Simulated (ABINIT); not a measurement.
# A GW chain in ABINIT: LiNbO3 (R3c), part 3 of 3

How does a plane-wave GW calculation on LiNbO3 (R3c) run from the first input to the gap?

ABINIT 10.8.3; PBE and many-body steps on it, plane waves. Known limits of the many-body steps: not at the basis limit; no spin-orbit coupling; coarse k mesh.

So far. Step 4 (Empty states on the mesh, 2×2×2 mesh, 220 bands): On this mesh the gap is 3.618 eV. Step 5 (Screening, 2×2×2 mesh, 200 bands, screening to 106.1 eV): Local fields lower ε∞ by 10 %. On a Γ-centred mesh this coarse the value itself is usually too large, while a short band sum pulls it down.

**6. Self-energy, 2×2×2 mesh, 200 bands, screening to 106.1 eV**

The self-energy is evaluated for the states that the input lists, and the levels follow from it, in one-shot runs by the linearised quasiparticle equation.

This step: G0W0 on PBE, plane waves, norm-conserving pseudopotentials.

run.abi

```
acell 3*1.0 Angstrom
rprim 
  2.575800000019 1.487138823389 4.623000000000
  -2.575800000018 1.487138823389 4.623000000000
  0.000000000000 -2.974277646779 4.623000000000
ntypat 3
znucl 3 41 8
natom 10
typat 1 1 2 2 3 3 3 3 3 3
xred 
  0.281500000000 0.281500000000 0.281500000000
  0.781500000000 0.781500000000 0.781500000000
  0.000055000000 0.000055000000 0.000055000000
  0.500055000000 0.500055000000 0.500055000000
  0.112310000000 0.358360000000 0.719590000000
  0.719590000000 0.112310000000 0.358360000000
  0.358360000000 0.719590000000 0.112310000000
  0.219590000000 0.858360000000 0.612310000000
  0.858360000000 0.612310000000 0.219590000000
  0.612310000000 0.219590000000 0.858360000000
pp_dirpath "pseudos"
pseudos "Li.upf, Nb.upf, O.upf"
ecut 37
ngkpt 2 2 2
nshiftk 1
shiftk 0 0 0
kptopt 1
chksymbreak 0
istwfk *1
occopt 1
irdwfk 1
optdriver 4
nband 200
gwcalctyp 0
ecutsigx 37
symsigma 1
nkptgw 4
kptgw 
  0.0000000000 0.0000000000 0.0000000000
  0.5000000000 0.0000000000 0.0000000000
  0.5000000000 0.5000000000 0.0000000000
  0.5000000000 0.5000000000 0.5000000000
bdgw 
  17 40
  17 40
  17 40
  17 40
ecuteps 3.9
irdscr 1
ppmodel 1
indata_prefix "in"
outdata_prefix "out"
tmpdata_prefix "tmp"
```

Launch:

```sh
$ OMP_NUM_THREADS=1 mpirun -n 4 abinit run.abi > log
```

Numbers of over 12 decimals in the logs are rounded to 6 here.

What it wrote:

```text
.Version 10.8.3 of ABINIT. v10.8.2 released Aug 2026.

 Symmetries : space group R3 c (#161); Bravais hR (rhombohedral)
[... echo of the input left out ...]
== DATASET  1 ==================================================================
-   mpi_nproc: 4, omp_nthreads: 1 (-1 if OMP is not activated)

--- !DatasetInfo
iteration_state: {dtset: 1, }
dimensions: {natom: 10, nkpt: 4, mband: 200, nsppol: 1, nspinor: 1, nspden: 1, mpw: 7739, }
cutoff_energies: {ecut:  37.0, pawecutdg:  -1.0, }
electrons: {nelect:   6.80000000E+01, charge:   0.00000000E+00, occopt:   1.00000000E+00, tsmear:   1.00000000E-02, }

 SIGMA: Calculation of the GW corrections

 Based on a program developped by R.W. Godby, V. Olevano, G. Onida, and L. Reining.
 Incorporated in ABINIT by V. Olevano, G.-M. Rignanese, and M. Torrent.
.Using double precision arithmetic ; gwpc =  8

[... cell and pseudopotentials left out ...]
--------------------------------------------------------------------------------

 ==== K-mesh for the wavefunctions ====
 Number of points in the irreducible wedge :     4
[... list of points left out ...]
 Together with  6 symmetry operations and time-reversal symmetry
 yields     8 points in the full Brillouin Zone.

 ==== Q-mesh for screening function ====
 Number of points in the irreducible wedge :     4
[... list of points left out ...]
 Together with  6 symmetry operations and time-reversal symmetry
 yields     8 points in the full Brillouin Zone.

 vcoul_init : cutoff-mode = AUXILIARY_FUNCTION
 q-points for optical limit:   1
     1)      0.000010    0.000020    0.000030
 setmesh: FFT mesh size selected  =    60x   60x   60
          total number of points  =       216000

 Number of electrons calculated from density =   68.0000; Expected =   68.0000
 average of density, n =  0.094836
 r_s =    1.3603
 omega_plasma =   29.7059 [eV]

 === KS Band Gaps ===
  >>>> For spin  1
   Minimum direct gap =   3.6182 [eV], located at k-point      :   0.0000  0.0000  0.0000
   Fundamental gap    =   3.6182 [eV], Top of valence bands at :   0.0000  0.0000  0.0000
                                       Bottom of conduction at :   0.0000  0.0000  0.0000
 SIGMA fundamental parameters:
 PLASMON POLE MODEL  1
 number of plane-waves for SigmaX                 7739
 number of plane-waves for SigmaC and W            277
 number of plane-waves for wavefunctions          7739
 number of bands                                   200
 number of independent spin polarizations            1
 number of spinorial components                      1
 number of k-points in IBZ                           4
 number of q-points in IBZ                           4
 number of symmetry operations                       6
 number of k-points in BZ                            8
 number of q-points in BZ                            8
 number of frequencies for dSigma/dE                 9
 frequency step for dSigma/dE [eV]                0.25
 number of omega for Sigma on real axis              0
 max omega for Sigma on real axis  [eV]           0.00
 zcut for avoiding poles [eV]                     0.10

 EPSILON^-1 parameters (SCR file):
 dimension of the eps^-1 matrix on file            277
 dimension of the eps^-1 matrix used               277
 number of plane-waves for wavefunctions          7739
 number of bands                                   200
 number of q-points in IBZ                           4
 number of frequencies                               2
 number of real frequencies                          1
 number of imag frequencies                          1

 matrix elements of self-energy operator (all in [eV])

 Perturbative Calculation

--- !SelfEnergy_ee
iteration_state: {dtset: 1, }
kpoint     : [   0.000,    0.000,    0.000, ]
spin       : 1
KS_gap     :    3.618
QP_gap     :    5.071
Delta_QP_KS:    1.453
data: !SigmaeeData |
     Band     E0 <VxcDFT>   SigX SigC(E0)      Z dSigC/dE  Sig(E)    E-E0       E
       17   0.058 -18.411 -23.495   4.841   0.785  -0.273 -18.602  -0.191  -0.132
       18   0.058 -18.411 -23.495   4.841   0.785  -0.273 -18.602  -0.191  -0.132
       19   0.267 -16.233 -21.594   4.797   0.784  -0.276 -16.675  -0.441  -0.175
       20   0.327 -16.560 -21.776   4.694   0.789  -0.267 -16.972  -0.412  -0.085
       21   0.327 -16.560 -21.776   4.694   0.789  -0.267 -16.972  -0.412  -0.085
       22   1.223 -18.096 -23.342   4.926   0.775  -0.291 -18.344  -0.248   0.975
       23   2.373 -18.545 -23.129   4.409   0.786  -0.272 -18.683  -0.137   2.236
       24   2.462 -18.194 -23.035   4.564   0.789  -0.268 -18.412  -0.219   2.243
       25   2.462 -18.194 -23.035   4.564   0.789  -0.268 -18.412  -0.219   2.243
       26   3.271 -18.275 -23.150   4.670   0.785  -0.274 -18.436  -0.161   3.109
[...]
--- !SelfEnergy_ee
iteration_state: {dtset: 1, }
kpoint     : [   0.500,    0.000,    0.000, ]
spin       : 1
KS_gap     :    4.137
QP_gap     :    5.647
Delta_QP_KS:    1.511
data: !SigmaeeData |
     Band     E0 <VxcDFT>   SigX SigC(E0)      Z dSigC/dE  Sig(E)    E-E0       E
[...]
--- !SelfEnergy_ee
iteration_state: {dtset: 1, }
kpoint     : [   0.500,    0.500,    0.000, ]
spin       : 1
KS_gap     :    3.890
QP_gap     :    5.389
Delta_QP_KS:    1.499
data: !SigmaeeData |
     Band     E0 <VxcDFT>   SigX SigC(E0)      Z dSigC/dE  Sig(E)    E-E0       E
[...]
--- !SelfEnergy_ee
iteration_state: {dtset: 1, }
kpoint     : [   0.500,    0.500,    0.500, ]
spin       : 1
KS_gap     :    4.981
QP_gap     :    6.576
Delta_QP_KS:    1.596
data: !SigmaeeData |
     Band     E0 <VxcDFT>   SigX SigC(E0)      Z dSigC/dE  Sig(E)    E-E0       E
[...]
36   9.146 -17.542 -11.278  -4.250   0.822  -0.216 -15.886   1.655  10.801
       37   9.343 -18.369 -12.115  -4.062   0.822  -0.217 -16.568   1.801  11.143
       38   9.343 -18.369 -12.115  -4.062   0.822  -0.217 -16.568   1.801  11.143
       39   9.343 -18.369 -12.115  -4.062   0.822  -0.217 -16.568   1.801  11.143
       40   9.343 -18.369 -12.115  -4.062   0.822  -0.217 -16.568   1.801  11.143

 New Fermi energy :        2.620857E-01 Ha ,    7.131715E+00 eV

 === QP Band Gaps ===
  >>>> For spin  1
   Minimum direct gap =   5.0711 [eV], located at k-point      :   0.0000  0.0000  0.0000
   Fundamental gap    =   5.0711 [eV], Top of valence bands at :   0.0000  0.0000  0.0000
                                       Bottom of conduction at :   0.0000  0.0000  0.0000

== END DATASET(S) ==============================================================
================================================================================

 -outvars: echo values of variables after computation  --------
           etotal      0.0000000000E+00
            nband         200
             nkpt           4
          spgroup         161
 [... the other variables as echoed above ...]

 Calculation completed.
```

It took 1.9 min on 4 MPI ranks of Arm Neoverse V1, shared host; peak memory 2.4 GiB.

Numbers from this step:

| Item | Value |
| --- | --- |
| G0W0 gap on the mesh | 5.071 eV |
| starting gap on the mesh | 3.618 eV |
| k of the valence top | 0, 0, 0 |
| k of the conduction bottom | 0, 0, 0 |
| Z at the valence top | 0.779 |
| Z at the conduction bottom | 0.819 |
| least direct G0W0 gap on the computed points | 5.071 eV |

The gap on the mesh goes from 3.62 eV to 5.07 eV, a correction of +1.45 eV.

Limits: finite bands, cutoff and mesh; no spin-orbit coupling; coarse k mesh. v1 is the top filled band, c1 the lowest empty one. The levels before and after the correction (eV, zero at the valence-band top of each column):

```
           conduction bottom  valence top
Kohn-Sham               3.62         0.00
     G0W0               5.07         0.00
```

```
             level  energy (eV)
Kohn-Sham     Γ v4       -0.687
Kohn-Sham     Γ v3       -0.473
Kohn-Sham  Γ v2-v1        0.000
Kohn-Sham  Γ c1-c2        3.618
Kohn-Sham     Γ c3        4.086
Kohn-Sham     Γ c4        5.197
     G0W0     Γ v4       -0.757
     G0W0     Γ v3       -0.574
     G0W0  Γ v2-v1        0.000
     G0W0  Γ c1-c2        5.071
     G0W0     Γ c3        5.552
     G0W0     Γ c4        6.900
```

**7. Where the time went**

Times are wall times on 4 MPI ranks of Arm Neoverse V1, shared host, good to a factor of about two.

```
                          step     time  share  memory (GiB)
                  ground state     93 s   21 %           0.5
bands along the symmetry lines     65 s   15 %          0.51
      empty states on the mesh     89 s   20 %          0.51
                     screening     74 s   17 %           1.9
                   self-energy  1.9 min   26 %           2.4
```

**8. Summary of results**

```
PBE gap                              : 3.58 eV, indirect (only 34 meV under the direct gap)
G0W0 gap on the mesh                 : 5.07 eV
G0W0 gap over the zone (rigid shift) : 5.04 eV
GW settings                          : 2×2×2 mesh, 200 bands, screening to 106.1 eV, Godby-Needs plasmon pole
known limits                         : not at the basis limit; no spin-orbit coupling; coarse k mesh
```

G0W0 moves the gap on the mesh from 3.62 eV to 5.07 eV (+1.45 eV), with Z of 0.78 and 0.82 at the edges. The mesh misses the band edges by 0.03 eV in all; a rigid shift gives 5.04 eV for the zone. Local fields lower the RPA ε∞ on this mesh from 5.80 to 5.20; a Γ-centred mesh this coarse tends to raise both, most where the direct gap is narrow, while a short band sum lowers them. Bands and cutoff are finite, so the gap is not at the basis limit. The miss can reach some tenths of an eV and take either sign; the mesh is an error of its own. The 2×2×2 mesh is coarse for this cell, which bears on the long-range parts of exchange and screening. The many-body steps are scalar-relativistic: spin-orbit coupling is not in them.

[Paths, hosts, dates, memory and timing lines, banners, echoed tables and standing remarks are left out of the program output.]

[Logs are printed without paths, hosts, clocks, repeated set-up lines and the standing remarks that a program may print on its own settings, such as how far it seeks lower states.]

[Runs of the session that timed out or met a known fault of the program may be left out.]

[Hosts, paths, dates, database ids (printed as entryN), source tags and the programs' standing remarks are cut or masked in the printed files.]

[G0W0 gaps are taken among the corrected bands and points alone; a level outside them can change the order at an edge.]

[Where Ansatz stands beside ABINIT at settings called matched, ABINIT's density can come from a denser mesh and the files from another edition; pairs whose starting gaps differed by over 0.03 eV were left out, so agreement reads better than it is.]
